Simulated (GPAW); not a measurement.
# MoS2 (R3m): the Mo L₃ absorption edge, part 3 of 3

Aim: the dependence of the Mo L₃ near-edge features of MoS2 (R3m) on volume.

GPAW 26.7.0; X-ray absorption from dipole matrix elements to empty bands, plane-wave PAW PBE.

So far. Step 4 (Spectrum with FCH, Mo atom 1): The energy difference (zero at 2547 eV) isn't read as a photon energy: for so heavy an absorber the terms left out (core spin–orbit splitting, the hole's spin, the functional's error) amount to tens of eV or more. Step 6 (Spectrum with FCH, Mo atom 1): The scaled spectrum changes by 8 % r.m.s. The highest intensity below 24 eV goes from 1.2 eV (5.06) to 1.4 eV (4.74).

## 8. Spectrum with FCH, Mo atom 1

Shorter bonds are expected to push antibonding states and scattering resonances up, and longer ones down; the cell is scaled to test that.

Changed against the first core-hole run: volume scale from 1 to 0.97.

Contents of xas.py:

```python
import numpy as np
from ase import Atoms
from ase.parallel import parprint, paropen
from gpaw import GPAW, PW, FermiDirac, Mixer, MixerDif, setup_paths
from gpaw.test import gen
setup_paths.insert(0, '.')
gen('Mo', name='fch2p', xcname='PBE', corehole=(2, 1, 1), write_xml=True)
from gpaw.mpi import world
world.barrier()

atoms = Atoms('Mo3S6',
    cell=[[0, 5.41799111, 0],
     [4.69211794, 2.70899555, 0],
     [-1.56403931, -0.90299852, -6.08787454]],
    scaled_positions=[[0, 0, 0],
     [0.33333333, 0.33333333, 0],
     [0.66666667, 0.66666667, 0],
     [0, 0.583, 0.749],
     [0.33333333, 0.91633333, 0.749],
     [0.66666667, 0.24966667, 0.749],
     [0, 0.75, 0.25],
     [0.33333333, 0.08333333, 0.25],
     [0.66666667, 0.41666667, 0.25]],
    pbc=True)
atoms.calc = calc = GPAW(legacy_gpaw=True, mode=PW(430, force_complex_dtype=True), xc='PBE', setups={0: 'fch2p'},
    kpts={'size': (4, 4, 3), 'gamma': True}, occupations=FermiDirac(0.02),
    charge=0, mixer=Mixer(0.1, 5, 50), maxiter=150,
    convergence={'density': 0.0001, 'eigenstates': 1e-6}, txt='scf.txt')
energy = atoms.get_potential_energy() + calc.get_reference_energy()
ef = calc.get_fermi_level()
out = dict(energy=energy, fermi=ef, forces=atoms.get_forces().tolist())
parprint(f'all-electron energy {energy:.4f} eV, Fermi level {ef:.4f} eV')
ev = np.array([[calc.get_eigenvalues(k, s) for k in range(len(calc.get_ibz_k_points()))] for s in range(calc.get_number_of_spins())])
out['homo'], out['lumo'], out['counts'] = ev[ev < ef].max(), ev[ev > ef].min(), sorted(set((ev < ef).sum((0, 2)).tolist()))
out['filled'] = (ev[:, 0] < ef).sum(1).tolist()

from ase.units import Ha
from gpaw.xas import dipole_matrix_elements
nb = int(calc.get_number_of_electrons() / 2) + 110
top, nb = nb, nb + 8 + nb // 12
nscf = calc.fixed_density(kpts={'size': (5, 5, 4), 'gamma': True}, nbands=nb,
    convergence={'bands': top, 'eigenstates': 5e-3}, maxiter=60, txt='nscf.txt')
cell = atoms.cell.array
ops = [cell.T @ U.T @ np.linalg.inv(cell.T) for U in nscf.wfs.kd.symmetry.op_scc]
filled = [39]  # bands filled in the ground state, by spin
E = np.arange(-6, 34, 0.1)
fwhm = np.interp(E, [4, 25], [1.78, 3.5])
Y, X, zero, highest = 0, 0, 1e9, 1e9
for spin in range(nscf.get_number_of_spins()):
    wfs = nscf.wfs
    mine = wfs.bd.get_slice()  # this rank's bands
    A = dipole_matrix_elements(wfs.setups[0])
    eps = np.zeros((wfs.kd.nibzkpts, nb))
    d = np.zeros((3, A.shape[1], wfs.kd.nibzkpts, nb), complex)
    for kpt in wfs.kpt_u:
        if kpt.s == spin and 0 in kpt.P_ani:
            eps[kpt.k, mine] = kpt.eps_n * Ha
            d[:, :, kpt.k, mine] = (kpt.weight * wfs.nspins / 2) ** 0.5 * np.inner(A, kpt.P_ani[0])
    world.sum(eps)
    world.sum(d)
    T = np.einsum('amkn,bmkn->abkn', d, d.conj()).real
    T = sum(np.einsum('ai,ijkn,bj->abkn', R, T, R) for R in ops) / len(ops)
    empty = np.ones_like(eps, bool) & (np.arange(nb) >= filled[spin])
    zero, highest = min(zero, eps[empty].min()), min(highest, eps[:, top - 1].min())
    lines = [(eps, T, empty)] if spin == 0 else lines + [(eps, T, empty)]
for eps, T, empty in lines:
    f = np.einsum('aakn->akn', T).reshape(3, -1)
    x = eps.ravel() - zero
    w = np.interp(x, E, fwhm) / 2.35482
    g = np.exp(-0.5 * ((E[:, None] - x) / w) ** 2) / (w * (2 * np.pi) ** 0.5)
    Y = Y + (f * empty.ravel()) @ g.T
    X = X + (f * ~empty.ravel()) @ g.T
out.update(E=E.round(2).tolist(), xas=Y.tolist(), xes=X.tolist(), zero=zero, valid=highest - zero, nk=len(eps), nb=nb)
for i in range(0, len(E), 10):
    parprint(f'{E[i]:7.2f}', *(f'{v:10.3e}' for v in Y[:, i]))
import json
with paropen('out.json', 'w') as f:
    json.dump(out, f)
```

Command:

```bash
> OMP_NUM_THREADS=1 mpirun -n 4 gpaw python xas.py
```

Numbers of over 12 decimals in the logs are rounded to 6 here.

The program printed:

```text
Input parameters:
  convergence: {density: 0.0001,
                eigenstates: 1e-06}
  kpts: {gamma: True,
         size: (4, 4, 3)}
  maxiter: 150
  mixer: {backend: pulay,
          beta: 0.1,
          method: separate,
          nmaxold: 5,
          weight: 50}
  mode: {ecut: 430.0,
         force_complex_dtype: True,
         name: pw}
  occupations: {fixmagmom: False,
                name: fermi-dirac,
[...]
*d    :     0.472481
--------------------------------

Diagonalizing with gridspacing h=0.050

state   all-electron     PAW
-------------------------------
4s:      -2.900268    -2.900927
4p:      -1.916661    -1.917897
4d:      -0.527519    -0.529399
*f:                   -0.027809
-------------------------------
all-electron energy -393075.3763 eV, Fermi level 8.4729 eV
[...]
32.00  6.145e-06  6.150e-06  6.239e-06
  33.00  5.840e-06  5.840e-06  5.702e-06
[key lines of the parts left out:]
Converged after 18 iterations.
Dipole moment: (-0.016292, -0.009407, 0.016770) |e|*Ang
Free energy:    -82.145370
Fermi level: 8.47286
```

It took 2.1 min on 4 MPI ranks of Arm Neoverse V2, shared host; peak memory 0.46 GiB; 8.4 min of CPU time.

```csv
E (eV),first run,this run
-2.0,0.01,0.01
-1.0,0.27,0.24
0.0,2.21,2.05
1.0,4.93,4.72
2.0,3.93,3.94
3.0,1.63,1.72
4.0,0.48,0.56
5.0,0.15,0.17
6.0,0.26,0.26
7.0,0.45,0.44
8.0,0.66,0.65
9.0,0.78,0.79
10.0,0.79,0.81
11.0,0.71,0.73
12.0,0.63,0.65
13.0,0.59,0.60
14.0,0.55,0.56
15.0,0.51,0.52
16.0,0.45,0.47
17.0,0.37,0.39
18.0,0.31,0.31
19.0,0.33,0.31
20.0,0.39,0.36
21.0,0.45,0.42
22.0,0.48,0.46
23.0,0.49,0.48
24.0,0.47,0.48
25.0,0.44,0.45
26.0,0.41,0.42
27.0,0.41,0.40
28.0,0.43,0.41
29.0,0.45,0.43
30.0,0.46,0.45
31.0,0.44,0.44
32.0,0.41,0.42
```

Against the first run the r.m.s. difference is 4 %. The highest intensity below 24 eV stays at 1.2 eV.

The photon energy of the zero moves by -0.04 eV.

## 9. Supercell without a hole, the energy reference

The cell changes for the next run, so it gets a reference energy of its own.

The cell differs from the one that the last finished run ended in (a 5.418 → 5.527 Å, b 5.418 → 5.527 Å, c 6.350 → 6.478 Å).

Contents of scf.py:

```python
import numpy as np
from ase import Atoms
from ase.parallel import parprint, paropen
from gpaw import GPAW, PW, FermiDirac, Mixer, MixerDif, setup_paths
from gpaw.test import gen
setup_paths.insert(0, '.')
gen('Mo', name='nch2p', xcname='PBE', corehole=(2, 1, 0), write_xml=True)
from gpaw.mpi import world
world.barrier()

atoms = Atoms('Mo3S6',
    cell=[[0, 5.52747497, 0],
     [4.78693375, 2.76373749, 0],
     [-1.59564458, -0.92124583, -6.21089505]],
    scaled_positions=[[0, 0, 0],
     [0.33333333, 0.33333333, 0],
     [0.66666667, 0.66666667, 0],
     [0, 0.583, 0.749],
     [0.33333333, 0.91633333, 0.749],
     [0.66666667, 0.24966667, 0.749],
     [0, 0.75, 0.25],
     [0.33333333, 0.08333333, 0.25],
     [0.66666667, 0.41666667, 0.25]],
    pbc=True)
atoms.calc = calc = GPAW(legacy_gpaw=True, mode=PW(430, force_complex_dtype=True), xc='PBE', setups={0: 'nch2p'},
    kpts={'size': (4, 4, 3), 'gamma': True}, occupations=FermiDirac(0.02),
    charge=0, mixer=Mixer(0.1, 5, 50), maxiter=150,
    convergence={'density': 0.0001, 'eigenstates': 1e-6}, txt='scf.txt')
energy = atoms.get_potential_energy() + calc.get_reference_energy()
ef = calc.get_fermi_level()
out = dict(energy=energy, fermi=ef, forces=atoms.get_forces().tolist())
parprint(f'all-electron energy {energy:.4f} eV, Fermi level {ef:.4f} eV')
ev = np.array([[calc.get_eigenvalues(k, s) for k in range(len(calc.get_ibz_k_points()))] for s in range(calc.get_number_of_spins())])
out['homo'], out['lumo'], out['counts'] = ev[ev < ef].max(), ev[ev > ef].min(), sorted(set((ev < ef).sum((0, 2)).tolist()))
out['filled'] = (ev[:, 0] < ef).sum(1).tolist()
import json
with paropen('out.json', 'w') as f:
    json.dump(out, f)
```

Command:

```bash
> OMP_NUM_THREADS=1 mpirun -n 4 gpaw python scf.py
```

The program printed:

```text
Input parameters:
  convergence: {density: 0.0001,
                eigenstates: 1e-06}
  kpts: {gamma: True,
         size: (4, 4, 3)}
  maxiter: 150
  mixer: {backend: pulay,
          beta: 0.1,
          method: separate,
          nmaxold: 5,
          weight: 50}
  mode: {ecut: 430.0,
         force_complex_dtype: True,
         name: pw}
  occupations: {fixmagmom: False,
                name: fermi-dirac,
[...]
5s(1) :    -0.150085     0.978120
4p(6) :    -1.414509     0.335875
5p(0) :    -0.038372     0.985136
4d(5) :    -0.137943     0.661676
*d    :     0.862057
--------------------------------

Diagonalizing with gridspacing h=0.050

state   all-electron     PAW
-------------------------------
4s:      -2.363253    -2.363925
4p:      -1.414509    -1.415820
4d:      -0.137943    -0.139490
*f:                    0.064731
-------------------------------
all-electron energy -395614.1126 eV, Fermi level 8.2163 eV
[key lines of the parts left out:]
Converged after 16 iterations.
Dipole moment: (-0.018381, -0.010613, 0.015532) |e|*Ang
Free energy:    -66.174192
Fermi level: 8.21629
```

Wall time 29 s (4 MPI ranks); peak memory 0.25 GiB; 1.9 min of CPU time.

Reference energy: -395614.113 eV with the cores included.

## 10. Spectrum with FCH, Mo atom 1

Shorter bonds are expected to push antibonding states and scattering resonances up, and longer ones down; the cell is scaled to test that.

Changed against the first core-hole run: volume scale from 1 to 1.03.

xas.py, as its differences from that of step 8:

```diff
@@ -11,5 +11,5 @@
 atoms = Atoms('Mo3S6',
-    cell=[[0, 5.41799111, 0],
-     [4.69211794, 2.70899555, 0],
-     [-1.56403931, -0.90299852, -6.08787454]],
+    cell=[[0, 5.52747497, 0],
+     [4.78693375, 2.76373749, 0],
+     [-1.59564458, -0.92124583, -6.21089505]],
     scaled_positions=[[0, 0, 0],
@@ -38,3 +38,3 @@
 from gpaw.xas import dipole_matrix_elements
-nb = int(calc.get_number_of_electrons() / 2) + 110
+nb = int(calc.get_number_of_electrons() / 2) + 116
 top, nb = nb, nb + 8 + nb // 12
```

Command:

```bash
> OMP_NUM_THREADS=1 mpirun -n 4 gpaw python xas.py
```

The program printed:

```text
Input parameters:
  convergence: {density: 0.0001,
                eigenstates: 1e-06}
  kpts: {gamma: True,
         size: (4, 4, 3)}
  maxiter: 150
  mixer: {backend: pulay,
          beta: 0.1,
          method: separate,
          nmaxold: 5,
          weight: 50}
  mode: {ecut: 430.0,
         force_complex_dtype: True,
         name: pw}
  occupations: {fixmagmom: False,
                name: fermi-dirac,
[...]
*d    :     0.472481
--------------------------------

Diagonalizing with gridspacing h=0.050

state   all-electron     PAW
-------------------------------
4s:      -2.900268    -2.900927
4p:      -1.916661    -1.917897
4d:      -0.527519    -0.529399
*f:                   -0.027809
-------------------------------
all-electron energy -393074.7811 eV, Fermi level 7.6200 eV
[...]
32.00  6.022e-06  6.022e-06  5.840e-06
  33.00  5.843e-06  5.837e-06  5.532e-06
[key lines of the parts left out:]
Converged after 16 iterations.
Dipole moment: (-0.017995, -0.010390, 0.015376) |e|*Ang
Free energy:    -81.550191
Fermi level: 7.61996
```

Wall time 2.2 min (4 MPI ranks); peak memory 0.48 GiB.

```csv
E (eV),first run,this run
-2.0,0.01,0.01
-1.0,0.27,0.29
0.0,2.21,2.37
1.0,4.93,5.12
2.0,3.93,3.91
3.0,1.63,1.53
4.0,0.48,0.39
5.0,0.15,0.14
6.0,0.26,0.28
7.0,0.45,0.47
8.0,0.66,0.66
9.0,0.78,0.77
10.0,0.79,0.77
11.0,0.71,0.69
12.0,0.63,0.62
13.0,0.59,0.58
14.0,0.55,0.54
15.0,0.51,0.49
16.0,0.45,0.44
17.0,0.37,0.36
18.0,0.31,0.32
19.0,0.33,0.35
20.0,0.39,0.41
21.0,0.45,0.47
22.0,0.48,0.49
23.0,0.49,0.49
24.0,0.47,0.47
25.0,0.44,0.44
26.0,0.41,0.42
27.0,0.41,0.43
28.0,0.43,0.46
29.0,0.45,0.47
30.0,0.46,0.46
31.0,0.44,0.44
32.0,0.41,0.41
```

The scaled spectrum changes by 4 % r.m.s. The highest intensity below 24 eV stays at 1.2 eV.

The photon energy of the zero moves by +0.03 eV.

## 11. Reference energy of the supercell

The cell changes for the next run, so it gets a reference energy of its own.

The cell differs from the one that the last finished run ended in (a 5.527 → 5.581 Å, b 5.527 → 5.581 Å, c 6.478 → 6.541 Å).

scf.py, as its differences from that of step 9:

```diff
@@ -11,5 +11,5 @@
 atoms = Atoms('Mo3S6',
-    cell=[[0, 5.52747497, 0],
-     [4.78693375, 2.76373749, 0],
-     [-1.59564458, -0.92124583, -6.21089505]],
+    cell=[[0, 5.58062703, 0],
+     [4.83296478, 2.79031352, 0],
+     [-1.61098826, -0.93010451, -6.27061886]],
     scaled_positions=[[0, 0, 0],
```

Command:

```bash
> OMP_NUM_THREADS=1 mpirun -n 4 gpaw python scf.py
```

The program printed:

```text
Input parameters:
  convergence: {density: 0.0001,
                eigenstates: 1e-06}
  kpts: {gamma: True,
         size: (4, 4, 3)}
  maxiter: 150
  mixer: {backend: pulay,
          beta: 0.1,
          method: separate,
          nmaxold: 5,
          weight: 50}
  mode: {ecut: 430.0,
         force_complex_dtype: True,
         name: pw}
  occupations: {fixmagmom: False,
                name: fermi-dirac,
[...]
5s(1) :    -0.150085     0.978120
4p(6) :    -1.414509     0.335875
5p(0) :    -0.038372     0.985136
4d(5) :    -0.137943     0.661676
*d    :     0.862057
--------------------------------

Diagonalizing with gridspacing h=0.050

state   all-electron     PAW
-------------------------------
4s:      -2.363253    -2.363925
4p:      -1.414509    -1.415820
4d:      -0.137943    -0.139490
*f:                    0.064731
-------------------------------
all-electron energy -395614.0794 eV, Fermi level 7.8356 eV
[key lines of the parts left out:]
Converged after 16 iterations.
Dipole moment: (-0.019176, -0.011072, 0.014820) |e|*Ang
Free energy:    -66.140962
Fermi level: 7.83564
```

Run time: 29 s. Hardware: 4 MPI ranks; peak memory 0.25 GiB.

Reference energy: -395614.079 eV with the cores included.

## 12. Spectrum with FCH, Mo atom 1

Shorter bonds are expected to push antibonding states and scattering resonances up, and longer ones down; the cell is scaled to test that.

Changed against the first core-hole run: volume scale from 1 to 1.06.

xas.py, as its differences from that of step 10:

```diff
@@ -11,5 +11,5 @@
 atoms = Atoms('Mo3S6',
-    cell=[[0, 5.52747497, 0],
-     [4.78693375, 2.76373749, 0],
-     [-1.59564458, -0.92124583, -6.21089505]],
+    cell=[[0, 5.58062703, 0],
+     [4.83296478, 2.79031352, 0],
+     [-1.61098826, -0.93010451, -6.27061886]],
     scaled_positions=[[0, 0, 0],
@@ -38,3 +38,3 @@
 from gpaw.xas import dipole_matrix_elements
-nb = int(calc.get_number_of_electrons() / 2) + 116
+nb = int(calc.get_number_of_electrons() / 2) + 118
 top, nb = nb, nb + 8 + nb // 12
```

Command:

```bash
> OMP_NUM_THREADS=1 mpirun -n 4 gpaw python xas.py
```

The program printed:

```text
Input parameters:
  convergence: {density: 0.0001,
                eigenstates: 1e-06}
  kpts: {gamma: True,
         size: (4, 4, 3)}
  maxiter: 150
  mixer: {backend: pulay,
          beta: 0.1,
          method: separate,
          nmaxold: 5,
          weight: 50}
  mode: {ecut: 430.0,
         force_complex_dtype: True,
         name: pw}
  occupations: {fixmagmom: False,
                name: fermi-dirac,
[...]
*d    :     0.472481
--------------------------------

Diagonalizing with gridspacing h=0.050

state   all-electron     PAW
-------------------------------
4s:      -2.900268    -2.900927
4p:      -1.916661    -1.917897
4d:      -0.527519    -0.529399
*f:                   -0.027809
-------------------------------
all-electron energy -393074.3250 eV, Fermi level 7.2261 eV
[...]
32.00  6.017e-06  6.014e-06  5.753e-06
  33.00  5.840e-06  5.836e-06  5.634e-06
[key lines of the parts left out:]
Converged after 15 iterations.
Dipole moment: (-0.018893, -0.010908, 0.014456) |e|*Ang
Free energy:    -81.094063
Fermi level: 7.22608
```

Elapsed: 2.2 min, on 4 MPI ranks; peak memory 0.49 GiB; 8.9 min of CPU time.

```csv
E (eV),first run,this run
-2.0,0.01,0.01
-1.0,0.27,0.32
0.0,2.21,2.54
1.0,4.93,5.30
2.0,3.93,3.88
3.0,1.63,1.43
4.0,0.48,0.32
5.0,0.15,0.13
6.0,0.26,0.29
7.0,0.45,0.48
8.0,0.66,0.65
9.0,0.78,0.75
10.0,0.79,0.75
11.0,0.71,0.68
12.0,0.63,0.61
13.0,0.59,0.57
14.0,0.55,0.53
15.0,0.51,0.48
16.0,0.45,0.42
17.0,0.37,0.35
18.0,0.31,0.33
19.0,0.33,0.37
20.0,0.39,0.44
21.0,0.45,0.48
22.0,0.48,0.50
23.0,0.49,0.49
24.0,0.47,0.46
25.0,0.44,0.44
26.0,0.41,0.43
27.0,0.41,0.45
28.0,0.43,0.47
29.0,0.45,0.47
30.0,0.46,0.46
31.0,0.44,0.43
32.0,0.41,0.41
```

Against the first run the r.m.s. difference is 8 %. The highest intensity below 24 eV goes from 1.2 eV (5.06) to 1.2 eV (5.36).

The photon energy of the zero moves by +0.06 eV.

## 13. The volumes side by side

```csv
volume,nearest distance (Å),shift of the zero (eV),maximum 1 (eV above own zero),maximum 2 (eV above own zero)
0.94,2.337,-0.08,1.4,9.8
0.97,2.362,-0.04,1.2,9.6
1,2.386,+0.00,1.2,9.6
1.03,2.410,+0.03,1.2,9.4
1.06,2.433,+0.06,1.2,9.4
```

The curves, each shifted by its zero's change so that they share one photon-energy axis, counted from the zero at V × 1:

```csv
E (eV),V × 0.94,V × 0.97,V × 1,V × 1.03,V × 1.06
-2.0,0.01,0.01,0.01,0.01,0.01
-1.0,0.28,0.28,0.27,0.27,0.28
0.0,2.13,2.17,2.21,2.27,2.34
1.0,4.59,4.76,4.93,5.07,5.22
2.0,3.75,3.85,3.93,4.00,4.05
3.0,1.67,1.66,1.63,1.59,1.55
4.0,0.60,0.54,0.48,0.42,0.36
5.0,0.20,0.17,0.15,0.14,0.13
6.0,0.26,0.26,0.26,0.27,0.28
7.0,0.44,0.45,0.45,0.46,0.47
8.0,0.66,0.66,0.66,0.65,0.64
9.0,0.80,0.79,0.78,0.76,0.75
10.0,0.83,0.81,0.79,0.77,0.75
11.0,0.75,0.73,0.71,0.70,0.68
12.0,0.65,0.64,0.63,0.63,0.62
13.0,0.61,0.60,0.59,0.58,0.57
14.0,0.57,0.56,0.55,0.54,0.53
15.0,0.53,0.52,0.51,0.50,0.49
16.0,0.48,0.46,0.45,0.44,0.43
17.0,0.40,0.38,0.37,0.36,0.35
18.0,0.32,0.31,0.31,0.32,0.33
19.0,0.30,0.31,0.33,0.35,0.37
20.0,0.34,0.37,0.39,0.41,0.43
21.0,0.40,0.42,0.45,0.46,0.48
22.0,0.45,0.47,0.48,0.49,0.50
23.0,0.47,0.48,0.49,0.49,0.49
24.0,0.48,0.48,0.47,0.47,0.46
25.0,0.46,0.45,0.44,0.44,0.44
26.0,0.42,0.41,0.41,0.42,0.43
27.0,0.39,0.40,0.41,0.43,0.45
28.0,0.39,0.41,0.43,0.46,0.47
29.0,0.41,0.43,0.45,0.47,0.47
30.0,0.43,0.45,0.46,0.46,0.46
31.0,0.44,0.44,0.44,0.44,0.43
32.0,0.42,0.42,0.41,0.41,0.41
```

## 14. What came out

```
absorber and edge             : Mo L₃, atom 1 of the ground-state input (counted from 1)
surroundings                  : 6 S at 2.39 Å (trigonal prismatic, site symmetry 3m)
highest intensity below 24 eV : 1.2 eV above the zero, height 5.06
```

From V × 0.94 to V × 1.06 the nearest distance grows by 0.095 Å and the zero moves by +0.15 eV. Above their own zero, the maxima move from 1.4 to 1.2 eV and from 9.8 to 9.4 eV. The Mo L₃ edge of atom 1, with 6 S at 2.39 Å (trigonal prismatic, site symmetry 3m), has its highest intensity of the first 24 eV at 1.2 eV above the zero, 5.1 times the mean level of the first 20 eV (Gaussian full width 1.78 eV up to 4 eV, rising linearly to 3.5 eV at 25 eV). At the Mo L₃ edge of atom 1 polarisation matters most near 2.4 eV, where the curves differ by 1.1 on this scale. Only the L₃ part is meant: spin–orbit coupling of the core level isn't computed and the L₂ copy isn't added. The script folds with a Gaussian, whereas the core hole's own line is a Lorentzian, so the onset is too steep and the first peak too high. The holes are only 5.5 Å apart, so the shape is probably not converged with cell size; no larger cell was run here. The structure is a published determination, not relaxed.

[Banner, clock and machine lines of the logs are left out without a mark of their own.]

[Logs are printed without paths, hosts, clocks, repeated set-up lines and the standing remarks that a program may print on its own settings, such as how far it seeks lower states.]

[Hosts, paths, dates, database ids (printed as entryN), source tags and the programs' standing remarks are cut or masked in the printed files.]

[Lists of maxima count a maximum above −3 eV only where it reaches 4 % of the highest in the window and stands out from its surroundings by 2 % of it (1.5 % where it reaches 55 %); shoulders and weaker maxima are passed over, and of the rest the first, up to two pre-edge ones and the few strongest are named.]
